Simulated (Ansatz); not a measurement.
# What LiGeF3 (model cell, started as cubic perovskite with Ge in the octahedra) distorts into, part 3 of 3

Which phase does LiGeF3 (model cell, started as cubic perovskite with Ge in the octahedra) fall into along its unstable mode, and how much energy does it gain?

Ansatz 0.2.0; DFT r2SCAN, scalar-relativistic, plane waves, PAW; PAW set soft_1.

So far. Step 5 (Energy along the mode, all amplitudes (two of the runs …): The lowest of the steps tried is at 0.32 Å, 72.2 meV/atom below the parent; the bottom of the well need not coincide with a step. Step 7 (The new phase in its own primitive cell): The largest force component left is 0.61 meV/Å and the pressure is 0.000 GPa, within the tolerances set. The cell now holds 15.53 Å³/atom. The relaxed cell has a = 7.154, c = 5.255 Å (conventional setting).

The structure was built from a prototype and need not be the compound's stable phase.

### 8. Modes of the new phase, k-mesh 6×6×6

A relaxed structure may still be a saddle point, so its zone-centre modes are computed. The response to a homogeneous field gives the Born charges and the dielectric tensor.

File input.yaml:

```yaml
crystal:
  lattice:
    - [3.57721705, 2.0653072268, 1.7515823546]
    - [-3.57721705, 2.0653072268, 1.7515823546]
    - [0.0, -4.1306144536, 1.7515823546]
  atoms:
    - { symbol: Li, position: [0.0569594284, 0.0569594284, 0.0569594284] }
    - { symbol: Ge, position: [0.5380575081, 0.5380575081, 0.5380575081] }
    - { symbol: F, position: [0.4282146678, 0.082015222, 0.4282146678] }
    - { symbol: F, position: [0.082015222, 0.4282146678, 0.4282146678] }
    - { symbol: F, position: [0.4282146678, 0.4282146678, 0.082015222] }
kpoints:
  mp_grid: { grid: [6, 6, 6] }
hamiltonian:
  xc: r2scan
  pseudopotentials: { kind: paw, azcp: { folder: soft_1 } }
scf:
  occupations: { method: fixed }
output:
  eigenvalues: true
phonons:
  method: dfpt
  dielectric: true
  rigid_motions: translations
```

On the command line:

```console
$ ansatz run input.yaml --threads 8 --pin off --max-ram 16384MiB --backend cpu --events-out ev --progress --plain --runs-dir out
```

Numbers of over 12 decimals in the logs are rounded to 6 here.

What it wrote:

```text
[...]
Crystal: 5 atoms, lattice volume = 77.645 Å³
Basis set: ecut = 500 eV, 1957 PW (Γ), exchange–correlation on 360×360×360 points (1000 copies of the dense FFT grid, shifted against one another)
Bands: 24, of which v1, the nominal top of the filled ones, is band 19 counted from 1 (18 counted from 0)
Symmetry: 6 space group operations
k-points: 112 of 216 (irreducible under 1 space group operation, time reversal used)
[...]
SCF iter   1: F=—  HF=-6943.530980 eV  |F-HF|=—  |Δ(HF+E_count)|=         —  Δρ=1.10e-1  dr2=7.92e0  dr2_τ=5.16e-2  ethr=3.10e-3  ⟨swp⟩=5.0  Hψ=11510  notcnv=0  defer=329
[...]
SCF iter  11: F=-6940.708871 eV  HF=-6940.708871 eV  |F-HF|=1.46e-11  |Δ(HF+E_count)|=  3.02e-10  Δρ=2.11e-7  dr2=2.32e-11  dr2_τ=1.50e-12  ethr=1.00e-12  ⟨swp⟩=13.1  Hψ=16903  notcnv=0
SCF 1 converged in 11 iterations: F = -6940.708871 eV  dr2 = 2.32e-11
[...]
NSCF: frozen V_eff on 2 k-points
[...]
SCF converged after 11 iterations
Free energy (F): -6940.708871 eV
[...]
Internal energy: -6940.708871 eV  (E = F + TS)
E sigma→0 (E₀):  -6940.708871 eV
Fermi energy:    0.693491 eV
[...]
--- Band table (eV; the first three rows and the last of 112) ---
  k-point 0: bands = [... 15 lower, -1.7608, -1.5118, -1.5118, -0.3314, 8.4509, 8.6509, 8.6509, 10.0960, ... 1 higher]
  k-point 1: bands = [... 15 lower, -1.7045, -1.6036, -1.4845, -0.1054, 7.7817, 8.6200, 8.6944, 10.8474, ... 1 higher]
  k-point 2: bands = [... 15 lower, -1.7135, -1.6544, -1.4057, 0.2753, 7.0176, 8.7032, 8.7818, 10.8699, ... 1 higher]
  k-point 111: bands = [... 15 lower, -1.8726, -1.8726, -0.9959, 0.6928, 7.0025, 7.0025, 9.1282, 10.7203, ... 1 higher]
[...]
k mesh reduced under 1 symmetry operation, with k and −k counted as one. Each operation leaves every solved perturbation unchanged. A smaller set is not considered because the functional reads the kinetic-energy density
  ASR residual: 3.663e-4 → 0.000e0 eV/Å²; symmetrization residual: 6.607e-4 eV/Å²
  ASR residual per site (eV/Å²): 3.66e-4 5.64e-5 1.89e-4 1.89e-4 1.89e-4
[...]
ε∞ (high-frequency dielectric tensor):
        2.302006     0.000000    -0.000000
        0.000000     2.302006    -0.000000
       -0.000000    -0.000000     2.274698
  ε⁰ (static dielectric tensor: ions relaxed, cell fixed):
        5.010187     0.000000     0.000000
        0.000000     5.010187    -0.000000
        0.000000    -0.000000     4.413436
  ε⁰ − ε∞ (ionic part):
        2.708181     0.000000     0.000000
        0.000000     2.708181    -0.000000
        0.000000    -0.000000     2.138738
  softest optical mode at Γ: 128.99 cm⁻¹; the repairs (sum rule, projections) moved no ω² at Γ by more than (20.07 cm⁻¹)²
  Born effective charges Z* (e; rows j = field, columns β = displacement):
    site 0:
         0.86265   -0.00000    0.00000
         0.00000    0.86265   -0.00000
         0.00000   -0.00000    1.30425
    site 1:
         2.49411    0.00000    0.00000
         0.00000    2.49411   -0.00000
         0.00000   -0.00000    2.17712
    site 2:
        -1.38503    0.46092    0.63556
         0.46092   -0.85281   -0.36694
         0.39706   -0.22924   -1.16046
    site 3:
        -1.38503   -0.46092   -0.63556
        -0.46092   -0.85281   -0.36694
        -0.39706   -0.22924   -1.16046
    site 4:
        -0.58669    0.00000   -0.00000
         0.00000   -1.65115    0.73388
        -0.00000    0.45848   -1.16046
  Z* charge neutrality: 3.099e-5 e pre-enforcement
  k-mesh period / interband length: 26.9 Å / 1.11 Å = 24.36 at k = (0.0000, 0.0000, -0.5000), direct gap 6.313 eV — 14 or more, which is no proof of convergence
  optical modes at Γ without the LO–TO term, one row a degenerate level:
      ω (cm⁻¹)  modes    IR ((D/Å)²/amu)
        128.99      1             0.0000
        134.98      2             0.0172
        215.24      2             2.9678
        257.88      2             3.2329
        352.29      1             5.2622
        435.24      2            15.8298
        456.92      1             7.0367
        551.55      1             0.5333
  optical modes at Γ + LO–TO along q̂ = [1.0000, 0.0000, 0.0000]:
      ω (cm⁻¹)  modes    IR ((D/Å)²/amu)
        128.99      1             0.0000
        134.98      1             0.0086
        135.12      1             0.0013
        215.24      1             1.4839
        228.41      1             0.1357
        257.88      1             1.6164
        284.18      1             0.7109
        352.29      1             5.2622
[...]
optical modes at Γ + LO–TO along q̂ = [0.0000, 1.0000, 0.0000]:
      ω (cm⁻¹)  modes    IR ((D/Å)²/amu)
[...]
435.24      1             7.9149
        456.92      1             7.0367
        548.49      1            10.1760
        551.55      1             0.5333
  optical modes at Γ + LO–TO along q̂ = [0.0000, 0.0000, 1.0000]:
      ω (cm⁻¹)  modes    IR ((D/Å)²/amu)
        128.99      1             0.0000
        134.98      2             0.0172
        215.24      2             2.9678
        257.88      2             3.2329
        386.94      1             0.6817
        435.24      2            15.8298
        538.03      1             1.8383
        594.02      1            10.3123
```

Run time: 1.9 min. Hardware: 8 threads of AMD EPYC 7B13 (Zen 3), shared host; peak memory 10 GiB; 14 min of CPU time.

This step gave:

- sum-rule residual before enforcement: 3.66e-4 eV/Å²
- miss of the charge sum rule: 3.10e-5 e
- point group: 3m
- highest optical mode at the zone centre (no LO-TO term): 551.5 cm⁻¹
- lowest optical zone-centre mode: 129.0 cm⁻¹
- mean high-frequency dielectric constant: 2.293
- largest Born charge (third of the trace): 2.388 e
- mean static dielectric constant: 4.811
- top of the zone-centre spectrum with the field: 594.0 cm⁻¹

Without the LO-TO term. Patterns of degenerate modes are one choice out of their space. The modes at Γ (shares of kinetic energy by element, %):

| mode | frequency (cm⁻¹) | symmetry | Li % | Ge % | F % |
| --- | --- | --- | --- | --- | --- |
| 1 | 0.0 | acoustic | 5 | 53 | 42 |
| 2 | 0.0 | acoustic | 5 | 53 | 42 |
| 3 | 0.0 | acoustic | 5 | 53 | 42 |
| 4 | 129.0 | A2 | 0 | 0 | 100 |
| 5 | 135.0 | E | 42 | 23 | 35 |
| 6 | 135.0 | E | 42 | 23 | 35 |
| 7 | 215.2 | E | 48 | 0 | 52 |
| 8 | 215.2 | E | 48 | 0 | 52 |
| 9 | 257.9 | E | 2 | 13 | 85 |
| 10 | 257.9 | E | 2 | 13 | 85 |
| 11 | 352.3 | A1 | 7 | 25 | 67 |
| 12 | 435.2 | E | 3 | 11 | 86 |
| 13 | 435.2 | E | 3 | 11 | 86 |
| 14 | 456.9 | A1 | 64 | 1 | 35 |
| 15 | 551.5 | A1 | 24 | 20 | 56 |

Displacements in mode 4 (129.0 cm⁻¹), the largest set to 1:
```
Li1  0.00  0.00  0.00
Ge2  0.00  0.00  0.00
F3  -0.50 -0.87  0.00
F4  -0.50  0.87  0.00
F5   1.00  0.00  0.00
```

Displacements in mode 6 (135.0 cm⁻¹), the largest set to 1:
```
Li1 -0.07  1.00  0.00
Ge2  0.02 -0.23  0.00
F3  -0.05  0.15 -0.21
F4   0.03  0.14 -0.17
F5  -0.01  0.21  0.38
```

Optical modes at the zone centre, without and with the macroscopic field of the longitudinal modes; each column is sorted by frequency, so a row need not hold one and the same mode. Modes with and without the field, by row:

| rank among optical modes | no field (cm⁻¹) | q along (1, 0, 0) (cm⁻¹) | q along (0, 0, 1) (cm⁻¹) |
| --- | --- | --- | --- |
| 1 | 129 | 129 | 129 |
| 2 | 135 | 135 | 135 |
| 3 | 135 | 135.1 | 135 |
| 4 | 215.2 | 215.2 | 215.2 |
| 5 | 215.2 | 228.4 | 215.2 |
| 6 | 257.9 | 257.9 | 257.9 |
| 7 | 257.9 | 284.2 | 257.9 |
| 8 | 352.3 | 352.3 | 386.9 |
| 9 | 435.2 | 435.2 | 435.2 |
| 10 | 435.2 | 456.9 | 435.2 |
| 11 | 456.9 | 548.5 | 538 |
| 12 | 551.5 | 551.5 | 594 |

Born charge (rows field, columns displacement) (e), principal values of the symmetric part by kind of site:

| atom | atoms with these values | low | middle | high | mean |
| --- | --- | --- | --- | --- | --- |
| Li1 | 1 | 0.86 | 0.86 | 1.30 | 1.01 |
| Ge2 | 1 | 2.18 | 2.49 | 2.49 | 2.39 |
| F3 | 3 | -2.05 | -0.76 | -0.59 | -1.13 |

In full for Li1:

```
0.86 0.00 0.00
0.00 0.86 0.00
0.00 0.00 1.30
```

High-frequency dielectric tensor:

```
2.30 0.00 0.00
0.00 2.30 0.00
0.00 0.00 2.27
```

Static dielectric tensor (ions relaxed, fixed cell):

```
5.01 0.00 0.00
0.00 5.01 0.00
0.00 0.00 4.41
```

Transverse modes. Lines of the infrared spectrum (strongest = 100):

| position (cm⁻¹) | label | relative intensity |
| --- | --- | --- |
| 129 | A2 | 0.0 |
| 135 | E | 0.1 |
| 215 | E | 19 |
| 258 | E | 20 |
| 352 | A1 | 33 |
| 435 | E | 100 |
| 457 | A1 | 44 |
| 552 | A1 | 3.4 |

Before it was imposed, the acoustic sum rule was missed by 3.7e-4 eV/Å² and the charge sum rule by 3.1e-5 e. Small misses are needed for a sound result but don't prove that mesh and cutoff are converged. The lowest optical mode is real, 129 cm⁻¹.

### 9. Results

| Quantity | Value |
| --- | --- |
| unstable mode of the parent | q = (0, 0, 0), 308i cm⁻¹ |
| depth at the lowest point sampled | 72.2 meV/atom |
| largest atomic shift at that point | 0.32 Å |
| space group reached (within 0.01 Å) | R3m |
| energy gained over the parent (first relaxation, on the mesh of the frozen mode) | 363 meV/atom |
| volume per atom, phase reached | 15.5 Å³ |
| gap on the k-mesh, phase reached | 5.72 eV |
| lowest optical zone-centre mode, phase reached | 129 cm⁻¹ |
| highest optical mode at the zone centre (no LO-TO term), phase reached | 552 cm⁻¹ |

What this shows: Along this mode the structure falls into R3m, 363 meV/atom below the parent. At the parent's cell the well is 72.20 meV/atom deep on the steps tried, with its lowest point at a shift of 0.32 Å. Relaxing atoms and cell changes the gain by +291.14 meV/atom against the lowest step (energies at zero smearing). Most of the total comes from this relaxation. The new phase has no imaginary mode at the zone centre of its cell; other wavevectors were not checked. Of the 6 patterns followed to their end from this parent, this one reaches the lowest energy. Each path keeps the symmetry of its pattern, so a lower phase may lie along a pattern not tried. The q mesh stands for a supercell only 8.7 Å across, so branches between the solved wavevectors are rough. The starting cell was built on a prototype and not taken from a measurement, so the phase need not exist.

[Logs are printed without paths, hosts, clocks, repeated set-up lines and the standing remarks that a program may print on its own settings, such as how far it seeks lower states.]

[Hosts, paths, dates, database ids (printed as entryN), source tags and the programs' standing remarks are cut or masked in the printed files.]
